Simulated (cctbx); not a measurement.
# Which space group?

Cell: a = 7.6960 Å, b = 7.1540 Å, c = 6.5920 Å, α = 90.00°, β = 90.00°, γ = 90.00°. Expected content of the cell: Ag4 Mo2 Mn2 S8.

Simulated single-crystal data (cctbx): Mo Kα, λ = 0.71073 Å, to d = 0.77 Å, 50 % of the full sphere, strongest reflection 5000 counts, noise from counting, a 1.5 % proportional error and a noise floor of 4 counts (s.d.); no absorption.

A first pass over the reflections prints:

```text
1682 reflections to d = 0.770 A
centring   violations  <I/sigma> of those
    A        360 of   830      6.3
    B        349 of   835      6.3
    C        383 of   855      6.3
    I        355 of   829      6.2
    R        497 of  1115      6.4
    F        546 of  1260      6.3
Laue class    unique    Rint  (classes that these axes allow; Friedel mates merged)
P -1             1275   0.040
P 1 2/m 1         829   0.044
P 1 1 2/m         837   0.043
P 2/m 1 1         839   0.046
P m m m           512   0.048
space group    extra absences  I>4sigma  <I/sigma>
P 2 2 2                 0          0         -  acentric
P 2 2 21                5          0       0.1  acentric
P 21 2 2                6          0      -0.7  acentric
P 21 2 21              11          0      -0.3  acentric
P m m 2                 0          0         -  acentric
P 2 m m                 0          0         -  acentric
P m 2 m                 0          0         -  acentric
P m n 21               66          0      -0.1  acentric
P 21 n m               66          0      -0.1  acentric
P m m m                 0          0         -  centric
P m n m :1             66          0      -0.1  centric
P m n m :2             66          0      -0.1  centric
Wilson B = 1.80 A^2   <|E^2-1|> = 1.137 (0.968 centric, 0.736 acentric)   E^2>4: 5.8 %
shell (A)         n   <I/sigma>
 7.70 - 1.54     77     15.7
 1.54 - 1.22     67     13.8
 1.22 - 1.07     66     11.7
 1.07 - 0.97     58      8.1
 0.97 - 0.90     65     10.9
 0.90 - 0.85     56      6.8
 0.85 - 0.81     58      7.7
 0.81 - 0.77     65      6.3
```

Q: Read the symmetry from these tables.

Every centring test has many violations, so the lattice is primitive.

Rint stays low (0.040 to 0.048) up to P m m m, the highest class in these axes. It includes Bijvoet differences, since Friedel mates are merged.

12 settings pass the absence test. The most absences obeyed, 66, belong to P m n 21, P 21 n m and P m n m, which absences can't tell apart.

⟨|E²−1|⟩ = 1.137 is above even the centric ideal, a mark of pseudo-translation (a class of systematically weak reflections). It says nothing here on a centre of symmetry. The Wilson B of 1.80 Å² means U ≈ 0.0228 Å².

The true group is Pmn2_1 (no. 31), Laue class mmm, non-centrosymmetric. The tables only narrow the choice to the tied entries; cell content, site symmetry and trial solutions must settle it.

The model is made up (kin elements in a known structure type, no relaxation), so it says nothing on whether the phase exists.

[Logs are printed without paths, hosts, clocks, repeated set-up lines and the standing remarks that a program may print on its own settings, such as how far it seeks lower states.]
